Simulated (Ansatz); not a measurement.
# Dielectric response of KF (001) films, part 3 of 5

Aim: the electronic and static ε of rocksalt KF (001) from films of three thicknesses in a field.

Ansatz 0.2.0; plane-wave DFT, PBE, Ansatz PAW (the session's first sound run).

So far. Step 8 (Relaxing in the field, 6 atoms, field -0.05 V/Å): The dipole is -0.0312 e·Å, and the gap on the mesh 5.144 eV. Step 9 (Response with the atoms relaxed, 6 atoms, units 3): The induced dipole is that of a conductor 7.89 Å thick.

**10. Relaxing the film, 10 atoms, units 5**

This step: plane-wave DFT, PBE, Ansatz PAW (Ansatz 0.2.0).

System of this step: KF (001), 5 units. The cell holds 10 atoms: 5 K and 5 F. Its edges and angles: a = 3.783 Å, b = 3.783 Å, c = 28.700 Å, α = 90.0°, β = 90.0°, γ = 90.0°. It derives from KF (rocksalt KF). Vacuum lies along c.

The next thickness, treated alike, so that differences show the interior and the faces cancel.

File input.yaml:

```yaml
crystal:
  lattice:
    - [3.78302128, 0.0, 0.0]
    - [0.0, 3.78302128, 0.0]
    - [0.0, 0.0, 28.7]
  atoms:
    - { symbol: K, position: [0.5, 0.5, 0.3135888502] }
    - { symbol: F, position: [0.0, 0.0, 0.3135888502] }
    - { symbol: K, position: [0.0, 0.0, 0.4067944251] }
    - { symbol: F, position: [0.5, 0.5, 0.4067944251] }
    - { symbol: K, position: [0.5, 0.5, 0.5] }
    - { symbol: F, position: [0.0, 0.0, 0.5] }
    - { symbol: K, position: [0.0, 0.0, 0.5932055749] }
    - { symbol: F, position: [0.5, 0.5, 0.5932055749] }
    - { symbol: K, position: [0.5, 0.5, 0.6864111498] }
    - { symbol: F, position: [0.0, 0.0, 0.6864111498] }
kpoints:
  mp_grid: { grid: [8, 8, 1] }
hamiltonian:
  xc: pbe
scf:
  occupations: { method: fixed }
  convergence: { dr2_threshold: 1.0e-09 }
efield:
  axis: 3
  dipole_correction: true
  ramp_position: 0.97
  ramp_width: 0.06
relax:
  f_tol: 0.003
  max_steps: 100
output:
  write_potential: true
  write_density: true
  volumetric_format: npy
```

On the command line:

```bash
ansatz run input.yaml --threads 8 --pin off --max-ram 12288MiB --backend cpu --events-out ev --progress --plain --runs-dir out
```

Numbers of over 12 decimals in the logs are rounded to 6 here.

The program printed:

```text
[...]
Crystal: 10 atoms, lattice volume = 410.733 Å³
Basis set: ecut = 420 eV, 7983 PW (Γ), exchange–correlation on 54×54×384 points (8 copies of the dense FFT grid, shifted against one another)
Bands: 50, of which v1, the nominal top of the filled ones, is band 40 counted from 1 (39 counted from 0)
Symmetry: 8 space group operations
k-points: 15 of 64
[...]
- { symbol: K, position: [-2.5918970364457883e-18, 0, 0.405036] }
    - { symbol: F, position: [0.5, 0.5, 0.404623] }
    - { symbol: K, position: [0.5, 0.5, 0.500000] }
    - { symbol: F, position: [0, 0, 0.500000] }
    - { symbol: K, position: [2.5919013150959046e-18, 0, 0.594964] }
    - { symbol: F, position: [0.5, 0.5, 0.595377] }
    - { symbol: K, position: [0.5, 0.5, 0.689578] }
    - { symbol: F, position: [3.3589091540848997e-18, 0, 0.688690] }
[key lines of the parts left out:]
SCF converged after 7 iterations
Free energy (F): -11743.696164 eV
Fermi energy:    -2.450744 eV
Dipole field:    D = 0.000000 V/Å  (p = 0.000000 e·Å, saw-weighted, corrected)
Work function:   Φ+ = 5.9770 eV   Φ− = 5.9770 eV
```

The job ended after 11 s (8 threads of Arm Neoverse V2, shared host; peak memory 1.1 GiB; 80 s of CPU time).

Relaxation path:

```tsv
step	energy less that of the first step (eV)	largest force component (eV/Å)
1	0.0000	0.0815
2	-0.0005	0.1275
3	-0.0089	0.0100
4	-0.0090	0.0012
```

The run keeps the 8 symmetry operations that it works with, so distortions that break them were not tested.

The atoms that moved most (Å):

```tsv
atom	dx	dy	dz	length
K1	0.000	0.000	-0.091	0.091
K9	0.000	0.000	0.091	0.091
F2	0.000	0.000	-0.065	0.065
F10	0.000	0.000	0.065	0.065
F4	0.000	0.000	-0.062	0.062
F8	0.000	0.000	0.062	0.062
K7	0.000	0.000	0.050	0.050
K3	0.000	0.000	-0.050	0.050
```

The relaxation took 4 steps and lowered the energy by 0.0090 eV; the largest force on the free atoms ends at 0.0012 eV/Å.

The gap is 5.23 eV, with the valence edge 5.98 eV and the conduction edge 0.75 eV under the upper vacuum level.

**11. The relaxed film, single point, 10 atoms, units 5**

The next thickness, treated alike, so that differences show the interior and the faces cancel.

input.yaml, the sections that differ from step 10:

```yaml
crystal:
  lattice:
    - [3.78302128, 0.0, 0.0]
    - [0.0, 3.78302128, 0.0]
    - [0.0, 0.0, 28.7]
  atoms:
    - { symbol: K, position: [0.5, 0.5, 0.3104215576] }
    - { symbol: F, position: [0.0, 0.0, 0.3113100458] }
    - { symbol: K, position: [0.0, 0.0, 0.40503599] }
    - { symbol: F, position: [0.5, 0.5, 0.4046229052] }
    - { symbol: K, position: [0.5, 0.5, 0.5000000014] }
    - { symbol: F, position: [0.0, 0.0, 0.4999999997] }
    - { symbol: K, position: [0.0, 0.0, 0.5949640129] }
    - { symbol: F, position: [0.5, 0.5, 0.5953770936] }
    - { symbol: K, position: [0.5, 0.5, 0.6895784406] }
    - { symbol: F, position: [0.0, 0.0, 0.6886899532] }
output:
  eigenvalues: true
  write_potential: true
  write_density: true
  volumetric_format: npy
  elf: true
# kpoints, hamiltonian, scf, efield: as in step 10
# relax: removed
```

The program printed:

```text
[...]
Crystal: 10 atoms, lattice volume = 410.733 Å³
Basis set: ecut = 420 eV, 7983 PW (Γ)
Bands: 50, of which v1, the nominal top of the filled ones, is band 40 counted from 1 (39 counted from 0)
Symmetry: 8 space group operations
k-points: 15 of 64
[...]
k-point 1: bands = [... 36 lower, -2.5442, -2.5352, -2.4960, -2.4955, 2.9599, 2.9961, 3.8303, 4.1997, ... 6 higher]
  k-point 2: bands = [... 36 lower, -2.6414, -2.6017, -2.6014, -2.5977, 3.4780, 3.5050, 4.3657, 4.8426, ... 6 higher]
  k-point 14: bands = [... 36 lower, -2.5662, -2.5622, -2.5622, -2.5351, 5.7168, 5.7168, 6.1320, 6.1320, ... 6 higher]
[key lines of the parts left out:]
SCF converged after 8 iterations
Free energy (F): -11743.696456 eV
Fermi energy:    -2.450957 eV
Dipole field:    D = 0.000000 V/Å  (p = 0.000001 e·Å, saw-weighted, corrected)
Work function:   Φ+ = 5.9768 eV   Φ− = 5.9768 eV
```

Run time: 3.9 s. Hardware: 8 threads; peak memory 1.1 GiB.

The gap is 5.23 eV, with the valence edge 5.98 eV and the conduction edge 0.75 eV under the upper vacuum level.

**12. Single point, 10 atoms, units 5, field 0.05 V/Å**

input.yaml: that of step 11 with these lines changed.

```diff
@@ -22,3 +22,3 @@
   occupations: { method: fixed }
-  convergence: { dr2_threshold: 1.0e-09 }
+  convergence: { dr2_threshold: 1.0e-10 }
 efield:
@@ -28,4 +28,4 @@
   ramp_width: 0.06
+  amplitude: 0.05
 output:
-  eigenvalues: true
   write_potential: true
@@ -33,2 +33 @@
   volumetric_format: npy
-  elf: true
```

The program printed:

```text
[...]
Crystal: 10 atoms, lattice volume = 410.733 Å³
Basis set: ecut = 420 eV, 7983 PW (Γ)
Bands: 50, of which v1, the nominal top of the filled ones, is band 40 counted from 1 (39 counted from 0)
Symmetry: 8 space group operations
k-points: 15 of 64
[...]
k-point 0: bands = [... 36 lower, -2.5603, -2.4966, -2.3152, -2.3152, 2.5680, 3.0124, 3.5296, 3.9452, ... 6 higher]
  k-point 1: bands = [... 36 lower, -2.6046, -2.4943, -2.4061, -2.3596, 2.7472, 3.1994, 3.7187, 4.1800, ... 6 higher]
  k-point 2: bands = [... 36 lower, -2.7101, -2.6078, -2.4933, -2.4652, 3.2553, 3.7197, 4.2465, 4.8315, ... 6 higher]
  k-point 14: bands = [... 36 lower, -2.6633, -2.4315, -2.4315, -2.4239, 5.6994, 5.6994, 6.1334, 6.1334, ... 6 higher]
[key lines of the parts left out:]
SCF converged after 12 iterations
Free energy (F): -11743.697137 eV
Fermi energy:    -2.315200 eV
Dipole field:    D = 0.012007 V/Å  (p = 0.027253 e·Å, saw-weighted, corrected)
```

Wall time 4.7 s (8 threads); peak memory 1.1 GiB.

The dipole is 0.0273 e·Å, and the gap on the mesh 4.883 eV.

**13. Single point, 10 atoms, units 5, field -0.05 V/Å**

input.yaml: that of step 12 with these lines changed.

```diff
@@ -28,3 +28,3 @@
   ramp_width: 0.06
-  amplitude: 0.05
+  amplitude: -0.05
 output:
```

The program printed:

```text
[...]
Crystal: 10 atoms, lattice volume = 410.733 Å³
Basis set: ecut = 420 eV, 7983 PW (Γ)
Bands: 50, of which v1, the nominal top of the filled ones, is band 40 counted from 1 (39 counted from 0)
Symmetry: 8 space group operations
k-points: 15 of 64
[...]
k-point 0: bands = [... 36 lower, -2.5603, -2.4966, -2.3152, -2.3152, 2.5680, 3.0124, 3.5297, 3.9452, ... 6 higher]
  k-point 1: bands = [... 36 lower, -2.6046, -2.4943, -2.4061, -2.3596, 2.7472, 3.1994, 3.7187, 4.1800, ... 6 higher]
  k-point 2: bands = [... 36 lower, -2.7101, -2.6078, -2.4933, -2.4652, 3.2553, 3.7197, 4.2465, 4.8315, ... 6 higher]
  k-point 14: bands = [... 36 lower, -2.6633, -2.4315, -2.4315, -2.4239, 5.6994, 5.6994, 6.1334, 6.1334, ... 6 higher]
[key lines of the parts left out:]
SCF converged after 12 iterations
Free energy (F): -11743.697137 eV
Fermi energy:    -2.315200 eV
Dipole field:    D = -0.012006 V/Å  (p = -0.027253 e·Å, saw-weighted, corrected)
```

Elapsed: 4.7 s, on 8 threads; peak memory 1.1 GiB; 36 s of CPU time.

The dipole is -0.0273 e·Å, and the gap on the mesh 4.883 eV.

**14. Response with the atoms held, 10 atoms, units 5**

This step: plane-wave DFT, PBE, Ansatz PAW; response to a field along the normal, atoms held (Ansatz 0.2.0).

Local field over the applied field, running mean. From the potentials at -0.05 and 0.05 V/Å; running mean over 2.675 Å, taken twice. Table of local field over applied field by z:

z (Å), local field over applied field and a bar from the least value:
```
      4.5      0.998 ##############################
      5.0      0.993 ##############################
      5.5      0.981 #############################
      6.0      0.953 ###########################
      6.5      0.901 ########################
      7.0      0.827 ####################
      7.5      0.740 ##############
      8.0      0.655 #########
      8.5      0.582 #####
      9.0      0.532 ##
      9.5      0.506 
     10.0      0.499 
     10.5      0.499 
     11.0      0.501 
     11.5      0.503 
     12.0      0.506 
     12.5      0.508 #
     13.0      0.509 #
     13.5      0.509 #
     14.0      0.509 #
     14.5      0.509 #
     15.0      0.509 #
     15.5      0.509 #
     16.0      0.508 #
     16.5      0.506 
     17.0      0.504 
     17.5      0.501 
     18.0      0.499 
     18.5      0.498 
     19.0      0.502 
     19.5      0.519 #
     20.0      0.559 ####
     20.5      0.623 #######
     21.0      0.705 ############
     21.5      0.793 ##################
     22.0      0.873 ######################
     22.5      0.935 ##########################
     23.0      0.972 ############################
     23.5      0.990 #############################
     24.0      0.996 ##############################
     24.5      0.999 ##############################
```

The induced dipole is that of a conductor 6.89 Å thick.

**15. Field on, atoms free, 10 atoms, units 5, field 0.05 V/Å**

This step: plane-wave DFT, PBE, Ansatz PAW (Ansatz 0.2.0).

The same pair of relaxations in the field for this thickness.

input.yaml: that of step 13 with these lines changed.

```diff
@@ -28,3 +28,6 @@
   ramp_width: 0.06
-  amplitude: -0.05
+  amplitude: 0.05
+relax:
+  f_tol: 0.0006
+  max_steps: 70
 output:
```

The program printed:

```text
[...]
Crystal: 10 atoms, lattice volume = 410.733 Å³
Basis set: ecut = 420 eV, 7983 PW (Γ), exchange–correlation on 54×54×384 points (8 copies of the dense FFT grid, shifted against one another)
Bands: 50, of which v1, the nominal top of the filled ones, is band 40 counted from 1 (39 counted from 0)
Symmetry: 8 space group operations
k-points: 15 of 64
[...]
- { symbol: K, position: [1.1883569612564535e-19, 0.0, 0.405117] }
    - { symbol: F, position: [0.5, 0.5, 0.404512] }
    - { symbol: K, position: [0.5, 0.5, 0.500135] }
    - { symbol: F, position: [-1.9801283897916306e-19, 0.0, 0.499866] }
    - { symbol: K, position: [1.7416467660892778e-19, 0.0, 0.595082] }
    - { symbol: F, position: [0.5, 0.5, 0.595289] }
    - { symbol: K, position: [0.5, 0.5, 0.689809] }
    - { symbol: F, position: [-1.8493905955072453e-19, 0.0, 0.688564] }
[key lines of the parts left out:]
SCF converged after 6 iterations
Free energy (F): -11743.697407 eV
Fermi energy:    -2.420974 eV
Dipole field:    D = 0.021857 V/Å  (p = 0.049613 e·Å, saw-weighted, corrected)
```

The job ended after 11 s (8 threads; peak memory 1.1 GiB; 85 s of CPU time).

Relaxation path:

```tsv
step	energy less that of the first step (eV)	largest force component (eV/Å)
1	0.0000	0.0295
2	0.0010	0.0546
3	-0.0006	0.0013
4	-0.0006	0.0004
```

Relaxation step 2 was tried and not accepted.

Forces are held to the 8 operations that the run works with; a distortion that breaks them can't arise in this run.

The relaxed structure:

```xyz
10
Lattice="3.7830 0.0000 0.0000 0.0000 3.7830 0.0000 0.0000 0.0000 28.7000" Properties=species:S:1:pos:R:3
K     1.8915    1.8915    8.9128
F     0.0000    0.0000    8.9279
K     0.0000    0.0000   11.6268
F     1.8915    1.8915   11.6095
K     1.8915    1.8915   14.3539
F     0.0000    0.0000   14.3461
K     0.0000    0.0000   17.0789
F     1.8915    1.8915   17.0848
K     1.8915    1.8915   19.7975
F     0.0000    0.0000   19.7618
```

The relaxation took 4 steps and lowered the energy by 5.6e-4 eV; the largest force on the free atoms ends at 4.2e-4 eV/Å.

The dipole is 0.0496 e·Å, and the gap on the mesh 5.122 eV.

**16. Field on, atoms free, 10 atoms, units 5, field -0.05 V/Å**

The opposite sign, again from the field-free geometry; the difference of the two cancels what relaxes without a field.

input.yaml: that of step 15 with these lines changed.

```diff
@@ -28,3 +28,3 @@
   ramp_width: 0.06
-  amplitude: 0.05
+  amplitude: -0.05
 relax:
```

The program printed:

```text
[...]
Crystal: 10 atoms, lattice volume = 410.733 Å³
Basis set: ecut = 420 eV, 7983 PW (Γ), exchange–correlation on 54×54×384 points (8 copies of the dense FFT grid, shifted against one another)
Bands: 50, of which v1, the nominal top of the filled ones, is band 40 counted from 1 (39 counted from 0)
Symmetry: 8 space group operations
k-points: 15 of 64
[...]
- { symbol: K, position: [-1.7559453367034098e-19, 0.0, 0.404917] }
    - { symbol: F, position: [0.5, 0.5, 0.404714] }
    - { symbol: K, position: [0.5, 0.5, 0.499868] }
    - { symbol: F, position: [1.9708343559430534e-19, 0.0, 0.500134] }
    - { symbol: K, position: [-1.1938855604526177e-19, 0.0, 0.594883] }
    - { symbol: F, position: [0.5, 0.5, 0.595492] }
    - { symbol: K, position: [0.5, 0.5, 0.689448] }
    - { symbol: F, position: [3.404267123137078e-19, 0.0, 0.688921] }
[key lines of the parts left out:]
SCF converged after 6 iterations
Free energy (F): -11743.697407 eV
Fermi energy:    -2.421144 eV
Dipole field:    D = -0.021857 V/Å  (p = -0.049613 e·Å, saw-weighted, corrected)
```

Run time: 11 s. Hardware: 8 threads; peak memory 1.1 GiB.

Relaxation path:

```tsv
step	energy less that of the first step (eV)	largest force component (eV/Å)
1	0.0000	0.0295
2	0.0010	0.0546
3	-0.0006	0.0021
4	-0.0006	0.0004
```

Relaxation step 2 was tried and not accepted.

Forces are held to the 8 operations that the run works with; a distortion that breaks them can't arise in this run.

The relaxation took 4 steps and lowered the energy by 5.6e-4 eV; the largest force on the free atoms ends at 4.4e-4 eV/Å.

The dipole is -0.0496 e·Å, and the gap on the mesh 5.122 eV.

**17. Response with the atoms relaxed, 10 atoms, units 5**

This step: plane-wave DFT, PBE, Ansatz PAW; response to a field along the normal, atoms relaxed (Ansatz 0.2.0).

Local field over the applied field, running mean. From the potentials at -0.05 and 0.05 V/Å; running mean over 2.675 Å, taken twice. The local field over applied field by z:

```tsv
z (Å)	local field over applied field
5	0.995
6	0.948
7	0.687
8	0.293
9	0.0302
10	0.0459
11	0.151
12	0.188
13	0.155
14	0.115
15	0.122
16	0.168
17	0.185
18	0.116
19	0.0146
20	0.0734
21	0.413
22	0.789
23	0.986
24	0.997
```

The induced dipole is that of a conductor 12.55 Å thick.

**18. Relaxation, 16 atoms, units 8**

This step: plane-wave DFT, PBE, Ansatz PAW (Ansatz 0.2.0).

System of this step: KF (001), 8 units. The cell holds 16 atoms: 8 K and 8 F. Its edges and angles: a = 3.783 Å, b = 3.783 Å, c = 36.725 Å, α = 90.0°, β = 90.0°, γ = 90.0°. It derives from KF (rocksalt KF). Vacuum lies along c.

The next thickness, treated alike, so that differences show the interior and the faces cancel.

File input.yaml:

```yaml
crystal:
  lattice:
    - [3.78302128, 0.0, 0.0]
    - [0.0, 3.78302128, 0.0]
    - [0.0, 0.0, 36.725]
  atoms:
    - { symbol: K, position: [0.5, 0.5, 0.2450646698] }
    - { symbol: F, position: [0.0, 0.0, 0.2450646698] }
    - { symbol: K, position: [0.0, 0.0, 0.3179033356] }
    - { symbol: F, position: [0.5, 0.5, 0.3179033356] }
    - { symbol: K, position: [0.5, 0.5, 0.3907420014] }
    - { symbol: F, position: [0.0, 0.0, 0.3907420014] }
    - { symbol: K, position: [0.0, 0.0, 0.4635806671] }
    - { symbol: F, position: [0.5, 0.5, 0.4635806671] }
    - { symbol: K, position: [0.5, 0.5, 0.5364193329] }
    - { symbol: F, position: [0.0, 0.0, 0.5364193329] }
    - { symbol: K, position: [0.0, 0.0, 0.6092579986] }
    - { symbol: F, position: [0.5, 0.5, 0.6092579986] }
    - { symbol: K, position: [0.5, 0.5, 0.6820966644] }
    - { symbol: F, position: [0.0, 0.0, 0.6820966644] }
    - { symbol: K, position: [0.0, 0.0, 0.7549353302] }
    - { symbol: F, position: [0.5, 0.5, 0.7549353302] }
kpoints:
  mp_grid: { grid: [8, 8, 1] }
hamiltonian:
  xc: pbe
scf:
  occupations: { method: fixed }
  convergence: { dr2_threshold: 1.0e-09 }
efield:
  axis: 3
  dipole_correction: true
  ramp_position: 0.97
  ramp_width: 0.06
relax:
  f_tol: 0.003
  max_steps: 100
output:
  write_potential: true
  write_density: true
  volumetric_format: npy
```

The program printed:

```text
[...]
Crystal: 16 atoms, lattice volume = 525.581 Å³
Basis set: ecut = 420 eV, 10211 PW (Γ), exchange–correlation on 54×54×500 points (8 copies of the dense FFT grid, shifted against one another)
Bands: 80, of which v1, the nominal top of the filled ones, is band 64 counted from 1 (63 counted from 0)
Symmetry: 8 space group operations
k-points: 15 of 64
[...]
- { symbol: F, position: [0.5, 0.5, 0.462834] }
    - { symbol: K, position: [0.5, 0.5, 0.537127] }
    - { symbol: F, position: [0, 0.0, 0.537166] }
    - { symbol: K, position: [0, 0.0, 0.611452] }
    - { symbol: F, position: [0.5, 0.5, 0.611350] }
    - { symbol: K, position: [0.5, 0.5, 0.685646] }
    - { symbol: F, position: [0, 0.0, 0.685987] }
    - { symbol: K, position: [0, 0.0, 0.759624] }
    - { symbol: F, position: [0.5, 0.5, 0.758925] }
[key lines of the parts left out:]
SCF converged after 7 iterations
Free energy (F): -18790.096203 eV
Fermi energy:    -1.563923 eV
Dipole field:    D = 0.000000 V/Å  (p = 0.000001 e·Å, saw-weighted, corrected)
Work function:   Φ+ = 5.9763 eV   Φ− = 5.9762 eV
```

It took 29 s on 8 threads; peak memory 1.9 GiB; 3.8 min of CPU time.

The steps of the relaxation:

```tsv
step	energy less that of the first step (eV)	largest force component (eV/Å)
1	0.0000	0.0816
2	-0.0057	0.1294
3	-0.0172	0.0154
4	-0.0176	0.0029
5	-0.0176	0.0006
```

The run keeps the 8 symmetry operations that it works with, so distortions that break them were not tested.

The atoms that moved most (Å):

```tsv
atom	dx	dy	dz	length
K15	0.000	0.000	0.172	0.172
K1	0.000	0.000	-0.172	0.172
F2	0.000	0.000	-0.147	0.147
F16	0.000	0.000	0.147	0.147
F14	0.000	0.000	0.143	0.143
F4	0.000	0.000	-0.143	0.143
K13	0.000	0.000	0.130	0.130
K3	0.000	0.000	-0.130	0.130
```

Running mean over 2.675 Å of the planar mean; the ramp of the sawtooth is left out. Table of electron's electrostatic potential energy less the highest filled level by z:

z (Å), electron's electrostatic potential energy less the highest filled level (eV) and a bar from the least value:
```
        4       5.98 ##############################
        5       5.98 ##############################
        6       5.96 ##############################
        7       5.34 ##########################
        8       1.87 ####
        9       1.27 
       10       1.36 #
       11       1.28 
       12       1.25 
       13       1.43 #
       14       1.22 
       15       1.29 
       16       1.38 #
       17       1.23 
       18       1.38 #
       19       1.29 
       20       1.23 
       21       1.43 #
       22       1.24 
       23       1.24 
       24       1.42 #
       25       1.24 
       26       1.32 #
       27       1.33 #
       28       1.29 
       29       2.71 #########
       30       5.75 #############################
       31       5.97 ##############################
       32       5.98 ##############################
       33       5.98 ##############################
```

The relaxation took 5 steps and lowered the energy by 0.018 eV; the largest force on the free atoms ends at 6.0e-4 eV/Å.

The gap is 5.24 eV, with the valence edge 5.98 eV and the conduction edge 0.74 eV under the upper vacuum level.

[end of part 3 of 5]

[Logs are printed without paths, hosts, clocks, repeated set-up lines and the standing remarks that a program may print on its own settings, such as how far it seeks lower states.]

[Hosts, paths, dates, database ids (printed as entryN), source tags and the programs' standing remarks are cut or masked in the printed files.]

[Maps of the electrostatic potential energy from Ansatz leave out the sawtooth potential of an applied field or a dipole correction, so their vacuum need not be flat; planar profiles and work functions include it.]
